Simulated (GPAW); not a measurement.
# 1,3-diethynylbenzene between two Pd chains: transmission at several levels, part 3 of 3

How well does 1,3-diethynylbenzene between two Pd chains conduct at low bias, and how far do basis and functional move the answer?

GPAW 26.7.0; GPAW LCAO, PAW setups; Landauer transmission from Green's functions with principal layers (ASE), zero bias.

So far, transmission at the Fermi level (one spin): step 2 (GPAW, dzp, PBE, GPAW) 0.257; step 3 (basis szp(dzp), PBE, GPAW) 0.0448; step 4 (basis sz(dzp), PBE, GPAW) 0.0159; step 5 (RPBE) 0.252; step 8 (SCF mesh 1×1×6, PBE, GPAW) 0.257. Also open channels of the lead at the Fermi level (one spin): step 2 4; step 8 4.

### 9. A second varied run

A last run, with other settings again.

The input, run.py:

```python
import json
import numpy as np
from ase import Atoms
from ase.transport.calculators import TransportCalculator
from gpaw import GPAW, FermiDirac
from gpaw.lcao.tools import get_lcao_hamiltonian
from scipy.linalg import eigh

# The junction with lead layers at both ends, along the third cell vector
device = Atoms(
    ['Pd', 'Pd', 'Pd', 'Pd', 'Pd', 'Pd', 'Pd', 'C', 'C', 'H', 'C', 'C', 'H', 'C', 'C', 'H', 'C', 'C', 'H', 'C', 'C', 'Pd', 'Pd', 'Pd', 'Pd', 'Pd', 'Pd', 'Pd'],
    positions=[
        [8.28805, 4.50000, 1.25000],
        [8.28805, 4.50000, 3.75000],
        [8.28805, 4.50000, 6.25000],
        [8.28805, 4.50000, 8.75000],
        [8.28805, 4.50000, 11.25000],
        [8.28805, 4.50000, 13.75000],
        [8.28805, 4.50000, 16.25000],
        [8.82913, 4.50000, 18.26874],
        [9.42906, 4.50000, 19.30897],
        [12.09108, 4.50000, 19.61198],
        [10.14340, 4.50000, 20.54876],
        [11.54066, 4.50000, 20.54994],
        [13.32609, 4.50000, 21.75860],
        [12.23914, 4.50000, 21.75860],
        [9.44414, 4.50000, 21.75860],
        [8.35659, 4.50000, 21.75860],
        [11.54066, 4.50000, 22.96725],
        [10.14340, 4.50000, 22.96843],
        [12.09108, 4.50000, 23.90521],
        [9.42906, 4.50000, 24.20822],
        [8.82913, 4.50000, 25.24845],
        [8.28805, 4.50000, 27.26719],
        [8.28805, 4.50000, 29.76719],
        [8.28805, 4.50000, 32.26719],
        [8.28805, 4.50000, 34.76719],
        [8.28805, 4.50000, 37.26719],
        [8.28805, 4.50000, 39.76719],
        [8.28805, 4.50000, 42.26719]],
    cell=[[16.57609, 0.0, 0.0], [0.0, 9.0, 0.0], [0.0, 0.0, 43.51719]],
    pbc=True)

# One principal layer of the lead: the first 5 atoms of the device
lead = Atoms(
    ['Pd', 'Pd', 'Pd', 'Pd', 'Pd'],
    positions=[
        [8.28805, 4.50000, 1.25000],
        [8.28805, 4.50000, 3.75000],
        [8.28805, 4.50000, 6.25000],
        [8.28805, 4.50000, 8.75000],
        [8.28805, 4.50000, 11.25000]],
    cell=[[16.57609, 0.0, 0.0], [0.0, 9.0, 0.0], [0.0, 0.0, 12.5]],
    pbc=True)

settings = dict(mode='lcao', basis='dzp', xc='PBE', h=0.2,
                occupations=FermiDirac(0.1), maxiter=75,
                mixer=dict(beta=0.1, nmaxold=8, weight=100.0),
                convergence=dict(density=0.0001))
energies = np.arange(-2, 2 + 1e-9, 0.05)
eta = 0.0001
n1, n2 = 1, 1
# k and -k transmit alike, so half of the mesh across the current serves
mesh = [(i, j) for i in range(n1) for j in range(n2) if (i, j) <= (-i % n1, -j % n2)]
weights = np.array([1 if (i, j) == (-i % n1, -j % n2) else 2 for i, j in mesh]) / (n1 * n2)


def ground_state(atoms, size, txt):
    atoms.calc = GPAW(kpts={'size': size, 'gamma': True}, symmetry={'tolerance': 1e-3}, txt=txt, **settings)
    atoms.get_potential_energy()
    return atoms.calc.get_fermi_level()


def blocks(atoms, fermi, points, nz, cells):
    """H - E_F S and S between cell 0 and the cells above it, at each point across the current."""
    kz = np.arange(nz) / nz
    calc = atoms.calc.fixed_density(kpts=[(*k, z) for k in points for z in kz], symmetry='off', txt=None)
    H, S = get_lcao_hamiltonian(calc)
    H = (H - fermi * S).reshape(len(H), len(points), nz, *S.shape[1:])
    S = S.reshape(H.shape[1:])
    phases = [np.exp(-2j * np.pi * kz * R) / nz for R in cells]
    return [(np.einsum('skzij,z->ksij', H, p), np.einsum('kzij,z->kij', S, p)) for p in phases]


def pair(a, b):
    return np.block([[a, b], [b.T.conj(), a]])


def count_channels(h, s, cells, nk=240):
    """Half the number of times that the lead's bands cross each energy, unfolded to its shortest repeat."""
    b = len(h) // cells
    bands = []
    for k in (np.arange(nk + 1) + 0.5) / nk:
        hk, sk = h[:b, :b].copy(), s[:b, :b].copy()
        for R in range(1, cells):
            phase, block = np.exp(2j * np.pi * k * R), slice(R * b, (R + 1) * b)
            hk += h[:b, block] * phase + (h[:b, block] * phase).T.conj()
            sk += s[:b, block] * phase + (s[:b, block] * phase).T.conj()
        w, u = eigh(sk)
        x = u[:, w > 1e-5] / w[w > 1e-5]**0.5  # drop near-dependent combinations
        bands.append(np.r_[eigh(x.T.conj() @ hk @ x, eigvals_only=True), [1e9] * (w <= 1e-5).sum()])
    below = np.array(bands)[:, :, None] < energies
    return (below[1:] != below[:-1]).sum((0, 1)) / 2


fermi_lead = ground_state(lead, (1, 1, 1), 'lead.txt')
fermi_device = ground_state(device, (1, 1, 2), 'device.txt')
T, channels, eigen, tail, misfit, shifts = [], [], [], 0.0, 0.0, []
for first in range(0, len(mesh), 141):
    points = [(i / n1, j / n2) for i, j in mesh[first:first + 141]]
    (H0k, S0k), (H1k, S1k), (H2k, _) = blocks(lead, fermi_lead, points, 5, range(3))
    [(Hk, Sk)] = blocks(device, fermi_device, points, 2, [0])
    tail = max(tail, abs(H2k).max())
    for H0, S0, H1, S1, H, S in zip(H0k, S0k, H1k, S1k, Hk, Sk):
        n = len(S0)
        # Shift the lead onto the potential of the device's first layer
        shift = ((H[:, 0, 0] - H0[:, 0, 0]) / S0[0, 0]).real.mean()
        shifts.append(shift)
        misfit = max(misfit, abs(H[:, :n, :n] - H0 - shift * S0).max())
        Tk, Ck, Ek = [], [], []
        for s in range(len(H)):
            t = s % len(H0)  # a lead without moments serves both spins
            h1, s1 = pair(H0[t] + shift * S0, H1[t] + shift * S1), pair(S0, S1)
            leads = dict(h1=h1, s1=s1, energies=energies, eta=eta, eta1=eta, eta2=eta)
            calc = TransportCalculator(h=H[s], s=S, eigenchannels=3, **leads)
            Tk.append(calc.get_transmission())
            Ek.append(np.sort(calc.eigenchannels_ne, axis=0)[::-1])
            Ck.append(count_channels(h1, s1, 10))
        T.append(Tk)
        channels.append(Ck)
        eigen.append(Ek)
T, channels = np.array(T), np.array(channels)
mean, open_channels = np.einsum('kse,k->se', T, weights), np.einsum('kse,k->se', channels, weights)

print(f'basis functions: device {len(S)}, principal layer {n}')
print(f'Fermi level: lead {fermi_lead:.4f} eV, device {fermi_device:.4f} eV; lead shifted by {np.mean(shifts):.4f} eV')
print(f'largest coupling past the next layer {tail:.2e} eV, largest misfit of the first layer {misfit:.3f} eV')
print('  E-E_F (eV)   ' + 'T (one spin)  channels')
for e, t, c in zip(energies, mean.T, open_channels.T):
    print(f'{e:10.3f}  ', *[f'{x:11.4e}' for x in t], *[f'{x:9.4f}' for x in c])

kT = 8.617333e-5 * 300
fine = np.linspace(energies[0], energies[-1], 4001)
both = np.exp(np.interp(fine, energies, np.log(np.maximum(mean.sum(0) * 2 / len(mean), 1e-30))))
fermi = lambda mu: 1 / (1 + np.exp(np.clip((fine - mu) / kT, -200, 200)))
slope = fermi(0) * (1 - fermi(0)) / kT
G = np.trapezoid(both * slope, fine) / 2
seebeck = -np.trapezoid(both * slope * fine, fine) / (2 * G * 300) * 1e6
print(f'conductance at 300 K: {G:.5g} G0 a cell; thermopower {seebeck:.4g} uV/K')
bias = [0.1, 0.2, 0.5, 1.0, 1.5, 2.0]
current = [38.74 * np.trapezoid(both * (fermi(V / 2) - fermi(-V / 2)), fine) for V in bias]
for V, I in zip(bias, current):
    print(f'current from the zero-bias T(E) at {V} V: {I:.5g} uA')
zero = abs(energies).argmin()
json.dump(dict(energies=energies.tolist(), T=mean.tolist(), channels=open_channels.tolist(), G=G, seebeck=seebeck,
               bias=bias, current=current, tail=tail, misfit=misfit, shift=np.mean(shifts), n_device=len(S), n_lead=n,
               fermi=[fermi_lead, fermi_device], energy=device.get_potential_energy(),
               moments=device.get_magnetic_moments().tolist(), mesh=mesh, weights=weights.tolist(),
               T_k=T[:, :, zero].tolist(), eigen=np.array(eigen[0]).tolist()), open('result.json', 'w'))
```

Command:

```sh
$ OMP_NUM_THREADS=1 OPENBLAS_NUM_THREADS=1 python run.py
```

What it wrote:

```text
basis functions: device 528, principal layer 135
Fermi level: lead -4.2890 eV, device -4.6019 eV; lead shifted by 0.1357 eV
largest coupling past the next layer 1.07e-04 eV, largest misfit of the first layer 0.208 eV
  E-E_F (eV)   T (one spin)  [channel counts left out]
    -2.000    6.8806e-01
    -1.950    3.7340e-01
    -1.900    2.1704e-01
    -1.850    1.5288e-01
    -1.800    1.3144e-01
    -1.750    1.3187e-01
    -1.700    1.4187e-01
    -1.650    1.5296e-01
    -1.600    1.6034e-01
    -1.550    1.6249e-01
    -1.500    1.5874e-01
    -1.450    1.4932e-01
    -1.400    1.3548e-01
    -1.350    1.2040e-01
    -1.300    1.0846e-01
    -1.250    1.0313e-01
[...]
1.650    3.1891e-08
     1.700    3.5644e-08
     1.750    3.9612e-08
     1.800    4.3797e-08
     1.850    4.8205e-08
     1.900    5.2841e-08
     1.950    5.7713e-08
     2.000    6.2832e-08
conductance at 300 K: 0.29059 G0 a cell; thermopower 58.27 uV/K
current from the zero-bias T(E) at 0.1 V: 2.1811 uA
current from the zero-bias T(E) at 0.2 V: 4.1433 uA
current from the zero-bias T(E) at 0.5 V: 11.118 uA
current from the zero-bias T(E) at 1.0 V: 24.056 uA
current from the zero-bias T(E) at 1.5 V: 29.746 uA
current from the zero-bias T(E) at 2.0 V: 33.368 uA
```

Elapsed: 6.4 min, on 1 thread of Intel Xeon Platinum 8559C (Emerald Rapids), shared host; peak memory 2.5 GiB.

The run finished. A setting was moved off its sound value on purpose, so it serves as a test and not as the result.

The fault put into the input: one k-point along the lead (lead_nz = 1).

The two runs compared:

```
                                           quantity  this run  sound run  difference
                                   conductance (G₀)   0.29059    0.25505      0.0355
largest coupling past the next principal layer (eV)  1.071e-4   1.071e-4     -1.0e-8
   largest misfit of the first principal layer (eV)   0.20834    0.14158      0.0668
                    shift that aligns the lead (eV)   0.13572  -2.349e-4       0.136
         transmission at the Fermi level (one spin)   0.35926    0.25690       0.102
```

The two runs differ clearly in the shift that aligns the lead: 0.136 eV against -2.3e-4 eV.

### 10. Results

| Item | Value |
| --- | --- |
| conductance | 0.255 G₀ |
| transmission at the Fermi level, mean of the spins | 0.257 |
| open channels of the lead there | 4 |

In the dzp basis the junction conducts 0.255 G₀ at 300 K, with T = 0.257 a spin at the Fermi level; no smaller basis tried comes within 10 % of that conductance. The scatterer reflects about 94 % of the incoming channels at the Fermi level. At the Fermi level two eigenchannels carry the current (0.24 and 0.018). Measured against the first run (dzp), the nearest curve is that of dzp-RPBE (r.m.s. 0.011) and the farthest that of sz (0.13). Over the compared runs wall time goes from 229 s (sz) to 428 s (dzp), on a shared host. The geometry was built from estimated bond lengths and not relaxed, so the numbers describe this model structure. The run had no spin polarisation, so a magnetic state, which chains and small molecules with open shells often have, wasn't tested. Semilocal functionals put molecular levels too near the Fermi level, so such conductances usually come out too high, and chain electrodes have a sharper density of states than real ones. An evenly spaced straight chain is an idealisation: free chains tend to dimerise, zigzag or, where a band edge lies near the Fermi level, turn magnetic. The currents use the zero-bias T(E) throughout, which holds only while the bias is small against the distance to the nearest feature. The thermopower isn't quoted: it samples T(E) farther from the Fermi level than the conductance does, and the energy grid wasn't tested for it.

[Logs are printed without paths, hosts, clocks, repeated set-up lines and the standing remarks that a program may print on its own settings, such as how far it seeks lower states.]

[Hosts, paths, dates, database ids (printed as entryN), source tags and the programs' standing remarks are cut or masked in the printed files.]
